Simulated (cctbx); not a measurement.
# Resonant diffraction in CrGaIr3Se6S

Space group P6_3 (no. 173), a = 9.9530 Å, b = 9.9530 Å, c = 5.9340 Å, α = 90.00°, β = 90.00°, γ = 120.00°.

| atom | mult. | x | y | z | Ueq (Å²) |
| --- | --- | --- | --- | --- | --- |
| Ir1 | 6 | 0.2303 | 0.8575 | 0.2497 | 0.0030 |
| Se1 | 6 | 0.1384 | 0.9057 | 0.7916 | 0.0037 |
| Se2 | 6 | 0.0939 | 0.5837 | 0.5138 | 0.0030 |
| Ga1 | 2 | 1/3 | 2/3 | 0.6637 | 0.0041 |
| Cr1 | 2 | 0 | 0 | 0.0314 | 0.0057 |
| S1 | 2 | 1/3 | 2/3 | 0.0345 | 0.0043 |

This is a model crystal, built by substitution and not relaxed, with assumed displacement parameters.

Calculated with cctbx: free-atom f′ and f″ from the Sasaki tables, no fine structure; amplitudes in electrons.

How do |F(hkl)| and |F(−h−k−l)| change across the Cr K edge?

```text
E (eV)    f'(Cr)   f''           |F|1 0 1        |F|2 0 0        |F|1 2 0        |F|2 1 1
   5389   -2.13   0.55      116.1/  95.9    102.9/ 102.9    152.8/ 152.8    125.3/ 130.8
   5739   -2.94   0.49      115.0/  96.6    104.1/ 104.1    150.9/ 150.9    125.1/ 130.1
   5869   -3.67   0.47      114.6/  96.8    105.4/ 105.4    149.5/ 149.5    125.0/ 129.8
   5929   -4.39   0.46      114.4/  96.9    106.7/ 106.7    148.0/ 148.0    125.0/ 129.7
   5959   -5.11   0.46      114.3/  96.9    108.0/ 108.0    146.6/ 146.6    124.9/ 129.6
   5974   -5.85   0.46      114.3/  97.0    109.4/ 109.4    145.2/ 145.2    124.9/ 129.6
   5981   -6.50   0.46      114.3/  97.0    110.7/ 110.7    143.9/ 143.9    124.9/ 129.6
   5985   -7.20   0.46      114.3/  97.0    112.1/ 112.1    142.6/ 142.6    124.9/ 129.6
   5993   -7.52   3.97      114.2/  97.0    111.5/ 111.5    143.8/ 143.8    124.9/ 129.6
   5997   -6.64   3.96      114.2/  97.0    109.8/ 109.8    145.5/ 145.5    124.9/ 129.6
   6004   -5.89   3.96      114.2/  97.0    108.3/ 108.3    146.9/ 146.9    124.9/ 129.6
   6019   -5.07   3.94      114.2/  97.0    106.7/ 106.7    148.4/ 148.4    124.9/ 129.5
   6049   -4.25   3.90      114.1/  97.0    105.1/ 105.1    149.9/ 149.9    124.9/ 129.5
   6139   -3.15   3.79      113.8/  97.2    102.8/ 102.8    151.8/ 151.8    124.8/ 129.3
   6389   -2.00   3.54      113.1/  97.4    100.4/ 100.4    153.4/ 153.4    124.6/ 128.9
```

The edge is at 5989 eV. f′ of Cr falls from -3.7 e at 5869 eV to -7.2 e at 4 eV below it, and f″ steps from 0.46 to 3.96 e across it. Over that approach |F| changes by -0 % (1 0 1), +6 % (2 0 0), -5 % (1 2 0) and -0 % (2 1 1): a reflection falls where Cr scatters in phase with the total and rises where it scatters against it; it hardly moves where the Cr term is small or cancels by symmetry or lies in quadrature to the total. The f″ term interferes with the normal scattering with opposite sign for the two Friedel mates. The largest Friedel difference in the scan is 19.1 % of the mean (1 0 1, at 5389 eV).

[Logs are printed without paths, hosts, clocks, repeated set-up lines and the standing remarks that a program may print on its own settings, such as how far it seeks lower states.]
